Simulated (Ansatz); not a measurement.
# Ti (P6_3/mmc): phonon-mediated transition temperature, part 2 of 2

Aim: the phonon-mediated transition temperature of Ti (P6_3/mmc) at ambient pressure, over a range of μ*. The cell shown first is a relaxed one, from steps not shown here.

Ansatz 0.2.0; DFT PBE, scalar-relativistic, plane waves, PAW; PAW set soft_1.

So far, log mean phonon energy ħω_log (meV): step 2 (coupling and resistivity: q 6×6×3, k 12×12×9, scattering …) 16.3; step 3 (k-mesh 18×18×12, scattering mesh 30×30×16) 16.3.

**4. Coupling and resistivity: q 7×7×4, k 21×21×12, scattering 42×42×24**

The next rung changes the q mesh, which sets the reach of the force constants and couplings; the k mesh of the density and its response; the scattering mesh, which samples the Fermi surface.

input.yaml reads:

```yaml
crystal:
  lattice:
    - [2.9375799371, 0.0, 0.0]
    - [-1.4687899685, 2.5440188512, 0.0]
    - [0.0, 0.0, 4.6525729284]
  atoms:
    - { symbol: Ti, position: [0.3333333333, 0.6666666667, 0.25] }
    - { symbol: Ti, position: [0.6666666667, 0.3333333333, 0.75] }
kpoints:
  mp_grid: { grid: [21, 21, 12] }
hamiltonian:
  xc: pbe
  pseudopotentials: { kind: paw, azcp: { folder: soft_1 } }
scf:
  occupations: { method: methfessel_paxton, width: 0.2 }
output:
  eigenvalues: true
phonons:
  method: dfpt
  qmesh: [7, 7, 4]
  temperatures: { t_max: 1000, t_step: 50 }
  qpath:
    path:
      - [[0.0, 0.0, 0.0], [0.5, 0.0, 0.0], [0.33333333, 0.33333333, 0.0], [0.0, 0.0, 0.0], [0.0, 0.0, 0.5], [0.5, 0.0, 0.5], [0.33333333, 0.33333333, 0.5], [0.0, 0.0, 0.5]]
      - [[0.5, 0.0, 0.5], [0.5, 0.0, 0.0]]
    npoints: 6
  electrical_resistivity:
    mesh: [42, 42, 24]
    temperatures: [20.0, 50.0, 80.0, 100.0, 150.0, 200.0, 273.0, 300.0, 400.0, 500.0, 600.0, 800.0]
  superconductivity: { mesh: [42, 42, 24] }
```

On the command line:

```
$ ansatz run input.yaml --threads 16 --pin off --max-ram 92160MiB --backend cuda --events-out ev --progress --plain --runs-dir out --max-vram 78GiB
```

Numbers of over 12 decimals in the logs are rounded to 6 here.

What it wrote:

```text
[...]
Crystal: 2 atoms, lattice volume = 34.770 Å³
Basis set: ecut = 420 eV, 687 PW (Γ), exchange–correlation on 40×40×64 points (8 copies of the dense FFT grid, shifted against one another)
Bands: 16, of which v1, the nominal top of the filled ones, is band 12 counted from 1 (11 counted from 0)
Symmetry: 24 space group operations
k-points: 336 of 5292
[...]
SCF iter   1: F=—  HF=-4999.731959 eV  |F-HF|=—  |Δ(HF+E_count)|=         —  Δρ=5.91e-2  dr2=1.27e0  ethr=3.10e-3  ⟨swp⟩=4.8  Hψ=43703  notcnv=0
[...]
SCF iter   2: F=—  HF=-4999.470017 eV  |F-HF|=—  |Δ(HF+E_count)|=   2.62e-1  S|Δr|=    0.00e0  Δρ=3.45e-2  dr2=4.56e-1  ethr=3.10e-3  ⟨swp⟩=2.0  Hψ=11372  notcnv=0  defer=393
[...]
SCF iter   8: F=-4999.335305 eV  HF=-4999.335305 eV  |F-HF|=0.00e0  |Δ(HF+E_count)|=  4.37e-11  S|Δr|=    0.00e0  Δρ=6.61e-8  dr2=4.78e-13  ethr=1.00e-12  ⟨swp⟩=7.9  Hψ=27424  notcnv=0
SCF 1 converged in 8 iterations: F = -4999.335305 eV  dr2 = 4.78e-13
[...]
SCF 2 converged in 8 iterations: F = -4999.335305 eV  dr2 = 4.75e-13
[...]
SCF converged after 8 iterations
[...]
not converged in the mesh (the resistivity at 20 K by 8.59 %; the resistivity at 800 K by 2.29 %): between neighbouring meshes, the two finest first, λ moves by 0.45 %, λ_tr by 0.08 % and the resistivity by up to 8.59 %; an estimate, no bound, puts it up to 7.6e-7 % above the Boltzmann equation's exact value after up to 8 iterations (at most 30 are made, fewer where the estimate is under 1.0e-6 % of each spin channel's own resistivity)
  vibrations of 196 cells: unjudged by the run; compare a larger repeat
[...]
--- Superconductivity: potentials and phonons of a 7×7×4 supercell ---
           mesh         λ    ħω_log (meV)  μ* declared at (meV)
       42×42×24    0.5541          16.160               19.624
       21×21×12    0.5566          16.194               19.633
  λ by the species' shares of the modes' patterns: Ti 0.5541
[...]
0.08      4.189         4.312         3.955         3.948         4.215         4.243          4.234
      0.10      3.323         3.411         3.040         3.035         3.312         3.336          3.326
      0.12      2.553         2.615         2.264         2.264         2.543         2.566          2.554
      0.13      2.207         2.258         1.927         1.930         2.207         2.232          2.218
      0.14      1.887         1.929         1.624         1.630         1.904         1.929          1.914
      0.16      1.330         1.357         1.113         1.125         1.388         1.415          1.398
      0.20      0.542         0.552         0.439         0.455         0.680         0.708          0.689
[...]
converged in the mesh: between neighbouring meshes, the two finest first, λ moves by 0.45 % and the anisotropic transition temperature over the full bandwidth at μ* = 0.13 by 2.54 %; converged means that the two finest part by at most 2.00 % and 5.00 %
  vibrations of 196 cells: unjudged by the run; compare a larger repeat
[...]
```

The job ended after 8.8 min (1 × NVIDIA GB200 with 16 threads of Arm Neoverse V2, shared host; peak memory 65 GiB).

Numbers from this step:

* zero-point energy: 0.06731 eV/cell
* highest frequency, solved or plainly interpolated: 283.2 cm⁻¹
* resistivity at 300 K: 48.28 μΩ cm, mean of the axes
* coupling constant λ: 0.5541
* density of states at the Fermi level: 0.9 states/eV a spin and cell
* log mean phonon energy ħω_log: 16.16 meV
* transport coupling constant λ_tr: 0.6068, 0.6068, 0.6538 (xx, yy, zz)
* Drude plasma energy: 3.777, 3.777, 3.877 eV (xx, yy, zz)
* resistivity times mean free path: 12.69, 12.69, 10.15 × 10⁻¹⁶ Ω m² (xx, yy, zz)
* second-moment phonon energy ħω₂: 19.62 meV
* coupling λ by branch: 0.19, 0.121, 0.0567, 0.0691, 0.0596, 0.058 (branches by rank of frequency)

Transition temperatures:

```tsv
μ*	McMillan Tc (K)	Allen–Dynes Tc (K)	isotropic Fermi-surface Tc (K)	isotropic full bandwidth Tc (K)	anisotropic Fermi-surface Tc (K)	anisotropic full bandwidth Tc (K)	anisotropic narrow window Tc (K)
0.08	4.19	4.31	3.95	3.95	4.22	4.24	4.23
0.1	3.32	3.41	3.04	3.03	3.31	3.34	3.33
0.12	2.55	2.62	2.26	2.26	2.54	2.57	2.55
0.13	2.21	2.26	1.93	1.93	2.21	2.23	2.22
0.14	1.89	1.93	1.62	1.63	1.9	1.93	1.91
0.16	1.33	1.36	1.11	1.12	1.39	1.41	1.4
0.2	0.542	0.552	0.439	0.455	0.68	0.708	0.689
```

The Eliashberg function α²F has structure finer than the step of the table below, so its rows give means over 1 meV, whole bins alone (the curve runs from 0.137 to 35.0 meV). Peaks (meV: height): α²F 13.8: 0.366, 22.1: 0.412, 23.4: 0.332, 28.9: 0.440; α²F tr 13.6: 0.464, 22.1: 0.425, 23.4: 0.304, 28.9: 0.392, 32.2: 0.238.

The Eliashberg function α²F by phonon energy; means over each step:

```tsv
phonon energy (meV)	α²F	α²F tr
1	1.9e-4	0
2	0.00116	1.2e-4
3	0.00248	4.2e-4
4	0.00426	0.00124
5	0.0247	0.0275
6	0.0448	0.0576
7	0.0571	0.0781
8	0.0671	0.0938
9	0.0773	0.108
10	0.0901	0.125
11	0.108	0.149
12	0.140	0.194
13	0.233	0.319
14	0.330	0.387
15	0.222	0.240
16	0.170	0.180
17	0.157	0.152
18	0.136	0.132
19	0.124	0.118
20	0.118	0.110
21	0.118	0.113
22	0.236	0.245
23	0.278	0.277
24	0.307	0.275
25	0.259	0.238
26	0.211	0.217
27	0.222	0.247
28	0.247	0.270
29	0.346	0.326
30	0.235	0.243
31	0.177	0.189
32	0.162	0.185
33	0.0708	0.0814
34	0.0260	0.0247
```

Anisotropic full-bandwidth solution, weighted at the Fermi level. Gaps:

```tsv
mu*	T (K)	mean gap (meV)	5 % (meV)	95 % (meV)	mean Z
0.1	0.834	0.487	0.352	0.63	1.56
0.1	1.67	0.464	0.333	0.601	1.56
0.1	2.5	0.372	0.265	0.486	1.56
0.1	3	0.251	0.177	0.329	1.57
0.13	0.558	0.317	0.211	0.43	1.57
0.13	1.12	0.3	0.198	0.409	1.57
0.13	1.67	0.239	0.156	0.33	1.57
0.13	2.01	0.161	0.103	0.223	1.57
0.16	0.354	0.193	0.115	0.279	1.57
0.16	0.707	0.182	0.106	0.265	1.57
0.16	1.06	0.144	0.0823	0.213	1.57
0.16	1.27	0.0958	0.0541	0.144	1.57
```

Table of dTc/da2F by phonon energy:

```tsv
phonon energy (meV)	dTc/da2F (K/meV)
1	-
2	5.56
3	5.07
4	4.57
5	4.14
6	3.78
7	3.47
8	3.20
9	2.97
10	2.77
11	2.60
12	2.44
13	2.29
14	2.17
15	2.05
16	1.94
17	1.85
18	1.77
19	1.68
20	1.61
21	1.55
22	1.48
23	1.42
24	1.37
25	1.31
26	1.27
27	1.22
28	1.18
29	1.14
30	1.10
31	1.06
32	1.03
33	1.000
34	0.969
```

Share of the Fermi-level states against lambda of a state:

```tsv
lambda of a state	share of the Fermi-level states
0.403	0.0051
0.420	0.0705
0.438	0.0592
0.455	0.0378
0.473	0.0715
0.490	0.0862
0.508	0.0463
0.525	0.0845
0.543	0.104
0.560	0.109
0.578	0.0641
0.595	0.0147
0.613	0.0223
0.630	0.0165
0.648	0.0232
0.665	0.021
0.683	0.0436
0.700	0.0508
0.717	7.0e-4
0.735	0.0209
0.752	2.0e-4
0.770	0.0077
0.787	0.0229
0.805	0.0177
```

**5. Outcome**

```
meshes                                 : q 7×7×4, k 21×21×12, scattering 42×42×24
coupling constant λ                    : 0.554
log mean phonon energy ħω_log          : 16.2 meV
Allen–Dynes Tc at μ* = 0.1             : 3.41 K
Allen–Dynes Tc at μ* = 0.13            : 2.26 K
anisotropic Eliashberg Tc at μ* = 0.1  : 3.34 K
anisotropic Eliashberg Tc at μ* = 0.13 : 2.23 K
```

In the last run (PBE, q 7×7×4, k 21×21×12, scattering 42×42×24), with λ = 0.55 and ħω_log = 16.2 meV, Tc at μ* = 0.13 is 2.2 K by McMillan's formula, 2.3 K by Allen and Dynes's and 2.2 K by the anisotropic Eliashberg equations. Measured: transition temperature: 0.39 K (bulk, normal pressure; compiled value; quoted in “List of superconductors”, 2026, Wikipedia's table of superconducting elements, as read in December). At μ* = 0.13 the calculation gives 2.2 K, far above it. These runs do not show the cause; candidates are the relaxed cell, a larger μ*, spin fluctuations and the meshes. Raising μ* from 0.10 to 0.16 lowers the Allen–Dynes value from 3.4 to 1.4 K. The mean gap at a quarter of Tc gives 2Δ/k_B Tc = 3.30, against 3.53 in weak-coupling theory. The gap spreads from 0.21 to 0.43 meV over nine tenths of the Fermi surface. The run's transport test calls it not converged in the mesh. Over the runs, λ takes the values 0.551, 0.550 and 0.554, in the order shown. μ* is a typed number, phonons are harmonic, and spin fluctuations are left out; at μ* = 0.13 McMillan's formula turns 1 % in λ into about 4.2 % in Tc.

[Logs are printed without paths, hosts, clocks, repeated set-up lines and the standing remarks that a program may print on its own settings, such as how far it seeks lower states.]

[Hosts, paths, dates, database ids (printed as entryN), source tags and the programs' standing remarks are cut or masked in the printed files.]
